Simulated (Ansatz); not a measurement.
# (AlAs)2(InP)1 [001] superlattice, started as zinc blende: the cell at rest

Wanted: the relaxed cell of (AlAs)2(InP)1 [001] superlattice, started as zinc blende.

Main program and level: Ansatz 0.2.0; DFT PBE, scalar-relativistic, plane waves, PAW.

The structure was built from a prototype and need not be the compound's stable phase.

### 1. The starting structure

Symmetry: Imm2, No. 44, orthorhombic system. Conventional cell: a = 4.052 Å, b = 4.052 Å, c = 17.190 Å, α = 90.00°, β = 90.00°, γ = 90.00°. Al has 2 P at 2.48 Å and 2 As at 2.48 Å nearest. Nearest to Al lie 4 As at 2.48 Å. Nearest to As lie 4 Al at 2.48 Å. Nearest to As lie 2 Al at 2.48 Å and 2 In at 2.48 Å. In has 2 P at 2.48 Å and 2 As at 2.48 Å nearest. P has 2 In at 2.48 Å and 2 Al at 2.48 Å nearest. Farther neighbours are not listed.

### 2. A coarse first look

First a cheap look: the gap decides the mesh and the occupations, the pressure tells how far the cell has to move.

Input file input.yaml:

```yaml
crystal:
  lattice:
    - [2.865, 2.865, 0.0]
    - [-2.865, 2.865, 0.0]
    - [2.865, 0.0, 8.595]
  atoms:
    - { symbol: Al, position: [0.0, 0.0, 0.0] }
    - { symbol: Al, position: [0.333333, 0.666667, 0.333333] }
    - { symbol: As, position: [0.416667, 0.083333, 0.166667] }
    - { symbol: As, position: [0.75, 0.75, 0.5] }
    - { symbol: In, position: [0.666667, 0.333333, 0.666667] }
    - { symbol: P, position: [0.083333, 0.416667, 0.833333] }
kpoints:
  mp_grid: { grid: [4, 4, 4] }
hamiltonian:
  xc: pbe
scf:
  occupations: { method: gaussian, width: 0.1 }
output:
  forces: true
  stress: true
  eigenvalues: true
```

The run is started by

```
$ ansatz run input.yaml --threads 4 --pin off --max-ram 14336MiB --backend cpu --events-out ev --progress --plain --runs-dir out
```

Numbers of over 12 decimals in the logs are rounded to 6 here.

The program printed:

```text
[...]
k-point 0: bands = [... 23 lower, 4.8767, 6.6212, 6.6360, 6.6618, 8.1551, 8.5075, 8.7464, 9.4869, ... 1 higher]
  k-point 1: bands = [... 23 lower, 5.2480, 5.8113, 6.3880, 6.4162, 8.2659, 8.9779, 9.0803, 9.1833, ... 1 higher]
  k-point 2: bands = [... 23 lower, 5.6755, 5.7138, 5.9424, 6.0075, 8.1614, 8.8906, 9.7339, 9.8367, ... 1 higher]
  k-point 17: bands = [... 23 lower, 4.1143, 4.1377, 4.1891, 4.2473, 8.5948, 8.6760, 9.2934, 9.4795, ... 1 higher]
[key lines of the parts left out:]
SCF converged after 7 iterations
Free energy (F): -17142.855895 eV
Fermi energy:    7.404384 eV
P = ⅓ Tr σ = 3.4170 GPa (34.170 kbar)
```

The job ended after 3.1 s (4 threads of Arm Neoverse V1, shared host; peak memory 0.44 GiB; 10 s of CPU time).

A gap read on the k-mesh alone can miss the band edges.

This step gave:

| Property | Result |
| --- | --- |
| pressure | 3.417 GPa |
| gap on the k-mesh | 1.493 eV |
| volume per atom | 23.52 Å³ |
| direct gap on mesh | 1.493 eV |

The coarse mesh shows a gap of 1.49 eV and a pressure of 3.4 GPa.

### 3. Rough relaxation

The start is far from rest, so a relaxation with loose tolerances brings it close first.

input.yaml: that of step 2 with these lines changed.

```diff
@@ -13,3 +13,3 @@
 kpoints:
-  mp_grid: { grid: [4, 4, 4] }
+  mp_grid: { grid: [6, 6, 6] }
 hamiltonian:
@@ -22 +22,6 @@
   eigenvalues: true
+relax:
+  adjacent_minimum: "off"
+  f_tol: 0.05
+  max_steps: 80
+  cell: { stress_tol: 0.5 }
```

The program printed:

```text
[...]
Crystal: 6 atoms, lattice volume = 141.099 Å³
Basis set: ecut = 420 eV, 2785 PW (Γ), exchange–correlation on 60×60×128 points (8 copies of the dense FFT grid, shifted against one another)
Bands: 33, of which v1, the nominal top of the filled ones, is band 27 counted from 1 (26 counted from 0)
Symmetry: 4 space group operations
[...]
- [-2.892999, 2.892999, -7.656366372121098e-18]
    - [2.899004, 0.00600569, 8.704926]
  atoms:
    - { symbol: Al, position: [-0.000234946, 0.000234946, 0.000469892] }
    - { symbol: Al, position: [0.337326, 0.662674, 0.325347] }
    - { symbol: As, position: [0.418898, 0.081102, 0.162203] }
    - { symbol: As, position: [0.757661, 0.742339, 0.484679] }
    - { symbol: In, position: [0.662539, 0.337461, 0.674923] }
    - { symbol: P, position: [0.073811, 0.426189, 0.852378] }
[key lines of the parts left out:]
SCF converged after 4 iterations
Free energy (F): -17143.277442 eV
Fermi energy:    6.884404 eV
P = ⅓ Tr σ = -0.0149 GPa (-0.149 kbar)
```

Elapsed: 36 s, on 4 threads; peak memory 0.56 GiB.

Relaxation path:

| step | energy less that of the first step (eV) | largest force component (eV/Å) | pressure (GPa) | volume (Å³) |
| --- | --- | --- | --- | --- |
| 1 | 0.0000 | 1.7823 | 3.33 | 141.10 |
| 2 | -0.3049 | 0.3200 | -0.39 | 147.14 |
| 3 | -0.3190 | 0.0850 | -0.16 | 146.62 |
| 4 | -0.3198 | 0.0216 | -0.02 | 146.32 |
| 5* | -0.3209 | 0.0217 | -0.01 | 146.32 |

Relaxation steps marked * repeat the geometry before them on a plane-wave basis chosen anew for their cell, so energy and pressure can jump there.

The run keeps the 4 symmetry operations that it works with, so distortions that break them were not tested.

| conventional cell, symmetrised | before | after | change |
| --- | --- | --- | --- |
| a (Å) | 4.052 | 4.091 | +1.0 % |
| b (Å) | 4.052 | 4.108 | +1.4 % |
| c (Å) | 17.190 | 17.410 | +1.3 % |
| volume (Å³/atom) | 23.52 | 24.39 | +3.7 % |

The atoms that moved most (Å, as changes of fractional coordinates times the final cell):

| atom | dx | dy | dz | length |
| --- | --- | --- | --- | --- |
| P6 | 0.000 | 0.000 | 0.166 | 0.166 |
| As4 | 0.000 | 0.000 | -0.133 | 0.133 |
| In5 | 0.000 | 0.000 | 0.072 | 0.072 |
| Al2 | 0.000 | 0.000 | -0.070 | 0.070 |
| As3 | 0.000 | 0.000 | -0.039 | 0.039 |

The relaxed structure:

```xyz
6
Lattice="2.9050 2.9050 0.0000 -2.8930 2.8930 0.0000 2.8990 0.0060 8.7049" Properties=species:S:1:pos:R:3 pbc="T T T"
Al    0.0000    0.0000    0.0041
Al    0.0060    2.8990    2.8321
As    1.4525    1.4525    1.4120
As    1.4585    4.3515    4.2191
In    2.9050    2.9050    5.8752
P     1.4525    1.4525    7.4199
```

Numbers from this step:

```
pressure           : -0.01495 GPa
gap on the k-mesh  : 1.129 eV
volume per atom    : 24.39 Å³
direct gap on mesh : 1.129 eV
```

In this step the volume went from 23.52 to 24.39 Å³/atom.

### 4. Relaxation

The cell and atoms are relaxed, since residual forces and stress would shift the frequencies.

Input file input.yaml:

```yaml
crystal:
  lattice:
    - [2.9050099653, 2.9050099653, 0.0]
    - [-2.8929985809, 2.8929985809, 0.0]
    - [2.8990042731, 0.0060056922, 8.7049262541]
  atoms:
    - { symbol: Al, position: [-0.0002349461, 0.0002349461, 0.0004698923] }
    - { symbol: Al, position: [0.3373264056, 0.6626735944, 0.3253471888] }
    - { symbol: As, position: [0.4188983934, 0.0811016066, 0.1622032131] }
    - { symbol: As, position: [0.7576605537, 0.7423394463, 0.4846788926] }
    - { symbol: In, position: [0.6625386139, 0.3374613861, 0.6749227722] }
    - { symbol: P, position: [0.0738109795, 0.4261890205, 0.852378041] }
kpoints:
  mp_grid: { grid: [6, 6, 6] }
hamiltonian:
  xc: pbe
scf:
  occupations: { method: gaussian, width: 0.02 }
output:
  forces: true
  stress: true
  eigenvalues: true
  write_density: true
  write_potential: true
  elf: true
  volumetric_format: npy
relax:
  adjacent_minimum: "off"
  f_tol: 0.005
  max_steps: 80
  cell: { stress_tol: 0.05 }
```

The program printed:

```text
[...]
Crystal: 6 atoms, lattice volume = 146.316 Å³
Basis set: ecut = 420 eV, 2861 PW (Γ), exchange–correlation on 60×60×128 points (8 copies of the dense FFT grid, shifted against one another)
Bands: 33, of which v1, the nominal top of the filled ones, is band 27 counted from 1 (26 counted from 0)
Symmetry: 4 space group operations
[...]
k-points: 46 of 216 (time reversal used)
[...]
SCF iter   1: F=—  HF=-17143.283285 eV  |F-HF|=—  |Δ(HF+E_count)|=         —  Δρ=1.72e-3  dr2=8.27e-3  ethr=1.77e-3  ⟨swp⟩=8.6  Hψ=7491  notcnv=0
[...]
SCF iter   7: F=-17143.277442 eV  HF=-17143.277442 eV  |F-HF|=5.85e-8  |Δ(HF+E_count)|=   8.18e-7  Δρ=4.44e-6  dr2=4.26e-8  ethr=1.85e-10  ⟨swp⟩=15.6  Hψ=15188  notcnv=0
SCF 1 converged in 7 iterations: F = -17143.277442 eV  dr2 = 4.26e-8
[...]
relax step   1: F+E_penalty+E_count = -17143.27744236 eV  Δ(F+E_penalty+E_count) = +0.000e0 eV  max|allowed force component| = 2.167e-2 eV/Å  Δτ_max = 0.0000 Å  P = -0.015 GPa  Ω = 146.316 Å³  (7 SCF iters, dr2 threshold 1.00e-7 eV, accepted)
Crystal: 6 atoms, lattice volume = 146.290 Å³
[...]
SCF iter   4: F=-17143.277482 eV  HF=-17143.277482 eV  |F-HF|=1.14e-9  |Δ(HF+E_count)|=   1.69e-8  Δρ=1.55e-6  dr2=5.46e-9  ethr=5.43e-11  ⟨swp⟩=9.1  Hψ=9567  notcnv=0
SCF 2 converged in 4 iterations: F = -17143.277482 eV  dr2 = 5.46e-9
relax step   2: F+E_penalty+E_count = -17143.27748193 eV  Δ(F+E_penalty+E_count) = -3.957e-5 eV  max|allowed force component| = 5.812e-3 eV/Å  Δτ_max = 0.0018 Å  P = -0.004 GPa  Ω = 146.290 Å³  energy of the carried Pulay correction = +4.788e-6 eV  (4 SCF iters, dr2 threshold 2.93e-8 eV, accepted)
Crystal: 6 atoms, lattice volume = 146.273 Å³
[...]
SCF iter   4: F=-17143.277488 eV  HF=-17143.277488 eV  |F-HF|=2.66e-10  |Δ(HF+E_count)|=   2.20e-9  Δρ=7.43e-7  dr2=1.20e-9  ethr=3.91e-12  ⟨swp⟩=7.2  Hψ=9748  notcnv=0
SCF 3 converged in 4 iterations: F = -17143.277488 eV  dr2 = 1.20e-9
relax step   3: F+E_penalty+E_count = -17143.27748809 eV  Δ(F+E_penalty+E_count) = -6.167e-6 eV  max|allowed force component| = 1.921e-3 eV/Å  Δτ_max = 0.0005 Å  P = +0.004 GPa  Ω = 146.273 Å³  energy of the carried Pulay correction = +8.091e-6 eV  (4 SCF iters, dr2 threshold 2.11e-9 eV, accepted)
[...]
SCF iter   1: F=—  HF=-17143.277487 eV  |F-HF|=—  |Δ(HF+E_count)|=         —  Δρ=2.53e-6  dr2=1.09e-8  ethr=4.80e-7  ⟨swp⟩=3.1  Hψ=11175  notcnv=0
eigensolver tolerance schedule: the retry pair's looser diagonalisation over-reported the residual by 23741.01 of it (diagonalisation noise at an unbounded share of the residual, at the tolerance the schedule requests for it); recorded, not acted on — ethr = c·dr2/N_el stays at c = 1.0e-1
SCF iter   2: F=—  HF=-17143.277480 eV  |F-HF|=—  |Δ(HF+E_count)|=   6.17e-6  Δρ=1.41e-6  dr2=3.56e-9  ethr=2.02e-11  ⟨swp⟩=4.0  Hψ=3872  notcnv=0
[...]
SCF iter   4: F=-17143.277480 eV  HF=-17143.277480 eV  |F-HF|=3.27e-11  |Δ(HF+E_count)|=  3.64e-12  Δρ=1.67e-7  dr2=5.40e-11  ethr=1.00e-12  ⟨swp⟩=6.2  Hψ=8841  notcnv=0
SCF 4 converged in 4 iterations: F = -17143.277480 eV  dr2 = 5.40e-11
relax step   4: F+E_penalty+E_count = -17143.27748043 eV  Δ(F+E_penalty+E_count) = +7.667e-6 eV  max|allowed force component| = 1.919e-3 eV/Å  Δτ_max = 0.0000 Å  P = +0.004 GPa  Ω = 146.273 Å³  stress off target by 6.46e-3 GPa  SCF on the basis re-selected at this cell (its energy is not comparable with the rows above)  (4 SCF iters)
basis re-selected at this cell: Δ(F+E_penalty+E_count) = +7.667e-6 eV, ΔP = -0.000 GPa vs the last step (what re-selecting the basis moved, of the pressure what is left beyond the Pulay correction that the steps carried, after the strain that the cell walked since its last selection, with what the two solves' SCF thresholds leave and, on support functions, any second-order correction that the steps lacked; it is no m [...]
SCF converged after 4 iterations
Free energy (F): -17143.277480 eV
[...]
Internal energy: -17143.277480 eV  (E = F + TS)
E sigma→0 (E₀):  -17143.277480 eV
Fermi energy:    6.888409 eV
[...]
--- Forces (eV/Å), atoms counted from 1 ---
  atom   1  Al     0.00000000    -0.00000000     0.00029931
  atom   2  Al    -0.00000000     0.00000000     0.00001263
  atom   3  As     0.00000000     0.00000000    -0.00006941
  atom   4  As     0.00000000    -0.00000000    -0.00191944
  atom   5  In    -0.00000000    -0.00000000     0.00136423
  atom   6  P      0.00000000    -0.00000000     0.00031268
  max |Σ_I F_I| component: 6.04e-9 eV/Å
--- Stress (GPa, compression-positive) ---
        0.003804      -0.002654      -0.000000
       -0.002654       0.003804       0.000000
       -0.000000       0.000000       0.004234
  P = ⅓ Tr σ = 0.0039 GPa (0.039 kbar)
--- Band table (eV; the first three rows and the last of 46) ---
  k-point 0: bands = [... 23 lower, 4.6656, 6.0472, 6.1786, 6.3233, 7.4535, 7.9713, 8.4445, 8.9627, ... 2 higher]
  k-point 1: bands = [... 23 lower, 4.7724, 5.6241, 6.0683, 6.2274, 7.8078, 7.9806, 8.5192, 8.8722, ... 2 higher]
  k-point 2: bands = [... 23 lower, 4.9948, 5.0219, 5.7899, 6.0073, 7.7882, 8.4035, 8.7180, 9.0600, ... 2 higher]
  k-point 45: bands = [... 23 lower, 3.6623, 3.7795, 4.0103, 4.0166, 7.9702, 8.4472, 8.6059, 9.4361, ... 2 higher]
--- Relaxed structure (3 steps of the walk, 3 accepted, 1 SCFs on fresh bases) ---
[...]
cell:  # Å, volume = 146.2730 Å³
    - [2.905170, 2.905170, 0]
    - [-2.891880, 2.891880, 0]
    - [2.898525, 0.00664464, 8.705272]
  atoms:
    - { symbol: Al, position: [-0.000225035, 0.000225035, 0.00045007] }
    - { symbol: Al, position: [0.337411, 0.662589, 0.325179] }
    - { symbol: As, position: [0.418868, 0.081132, 0.162264] }
    - { symbol: As, position: [0.757654, 0.742346, 0.484693] }
    - { symbol: In, position: [0.662533, 0.337467, 0.674935] }
    - { symbol: P, position: [0.073760, 0.426240, 0.852480] }
```

Wall time 30 s (4 threads); peak memory 0.57 GiB.

Little changed from the start: no atom moved by 0.005 Å and no cell edge by 0.1 %.

Numbers from this step:

```yaml
pressure: 0.003948 GPa
gap_on_the_k_mesh: 1.130 eV
volume_per_atom: 24.38 Å³
direct_gap_on_mesh: 1.130 eV
```

Electrostatic potential energy in the ac plane of the conventional cell at fractional y = 0.000, with atoms of Al and As and In and P within 0.2 Å of it. With pseudopotentials it is smooth inside the atoms' cores, unlike the true potential.

Values in eV, 24 rows by 14 columns, each cell a mean:
```
-13  -7   1   7   9  10  10  11  10  10   8   5  -3 -11
-34 -34 -23  -1   6   8   8   8   8   8   4 -10 -31 -34
-24 -20  -7   2   2  -4 -11 -12  -8  -1   3  -1 -14 -22
  7   7   6   0 -16 -31 -34 -34 -33 -26  -8   4   7   7
 10   9   7   3  -9 -23 -29 -30 -27 -17  -2   5   8   9
 10  10   9   8   7   5   2   2   3   6   8   9  10  10
 10  10  10  10  10  10  10  10  10  10  10  10  10  10
  9  10  10  10  11  11  11  11  11  11  10  10  10  10
 -1   1   4   8  10  10  11  11  10  10   9   7   3  -1
  7   2  -8  -2   6   9   9   9   9   8   3  -7  -4   5
  4   0  -8  -2   3   1  -2  -2   0   3   2  -6  -5   3
  1   3   4   2  -6 -10  -4  -3  -7 -10  -2   4   4   2
 10   9   8   4  -4 -10  -7  -6  -9  -8   0   6   8   9
 10  10   9   8   7   5   3   2   3   6   7   9   9  10
 10  10  10  10  10  10  10  10  10  10  10  10  10  10
  9   9  10  10  10  10  11  11  11  10  10  10  10   9
  1   3   6   8  10  10  10  11  10  10   9   7   4   2
  4  -1  -8  -1   7   9   9   9   9   8   4  -5  -6   2
  7   2  -8  -3   4   3   0   0   1   4   2  -7  -4   5
 -1   0   3   2  -5 -10  -6  -4  -8  -9  -1   3   2  -1
  9   9   7   3  -5 -10  -6  -5  -8  -9  -1   6   8   9
 10  10   9   8   6   4   1   0   2   5   7   9  10  10
 10  10  10  10  10  10  10  10  10  10  10  10  10  10
  9   9  10  10  10  11  11  11  11  11  10  10  10   9
```
Columns run along a (4.1 Å; values clipped at the 3rd and 97th percentile), rows up along c (17.4 Å), edges of the conventional cell, whose origin can differ from the input's. Atoms in or near the plane, at fractional coordinates: Al at (0.50, 0.50), Al at (0.50, 0.16), As at (0.00, 0.58), As at (0.00, 0.24), In at (0.50, 0.84), P at (0.00, 0.93).

Valence density in the ac plane of the conventional cell at fractional y = 0.000, with atoms of Al and As and In and P within 0.2 Å of it. It is the smooth field of the valence electrons, not physical close to the nuclei.

Values in e/Å³, 24 rows by 14 columns, each cell a mean:
```
 1  0  0  0  0  0  0  0  0  0  0  0  0  1
 0  0  1  0  0  0  0  0  0  0  0  1  1  0
 1  1  1  0  0  1  1  1  1  0  0  1  1  1
 0  0  0  0  1  4  8  9  6  2  1  0  0  0
 0  0  0  0  1  2  4  5  3  1  0  0  0  0
 0  0  0  0  0  0  0  0  0  0  0  0  0  0
 0  0  0  0  0  0  0  0  0  0  0  0  0  0
 0  0  0  0  0  0  0  0  0  0  0  0  0  0
 1  0  0  0  0  0  0  0  0  0  0  0  0  0
16  7  2  0  0  0  0  0  0  0  0  1  3 12
13  6  2  1  0  0  0  0  0  0  0  1  3  9
 0  0  0  0  0  0  0  0  0  0  0  0  0  0
 0  0  0  0  0  0  0  0  0  0  0  0  0  0
 0  0  0  0  0  0  0  0  0  0  0  0  0  0
 0  0  0  0  0  0  0  0  0  0  0  0  0  0
 0  0  0  0  0  0  0  0  0  0  0  0  0  0
 0  0  0  0  0  0  0  0  0  0  0  0  0  0
12  6  1  0  0  0  0  0  0  0  0  1  3  9
16  8  2  1  0  0  0  0  0  0  0  1  4 12
 1  0  0  0  0  0  0  0  0  0  0  0  0  1
 0  0  0  0  0  0  0  0  0  0  0  0  0  0
 0  0  0  0  0  0  0  0  0  0  0  0  0  0
 0  0  0  0  0  0  0  0  0  0  0  0  0  0
 0  0  0  0  0  0  0  0  0  0  0  0  0  0
```
Columns run along a (4.1 Å), rows up along c (17.4 Å), edges of the conventional cell, whose origin can differ from the input's. Atoms in or near the plane, at fractional coordinates: Al at (0.50, 0.50), Al at (0.50, 0.16), As at (0.00, 0.58), As at (0.00, 0.24), In at (0.50, 0.84), P at (0.00, 0.93).

(Continued in part 2 of 2.)

[Logs are printed without paths, hosts, clocks, repeated set-up lines and the standing remarks that a program may print on its own settings, such as how far it seeks lower states.]

[Hosts, paths, dates, database ids (printed as entryN), source tags and the programs' standing remarks are cut or masked in the printed files.]
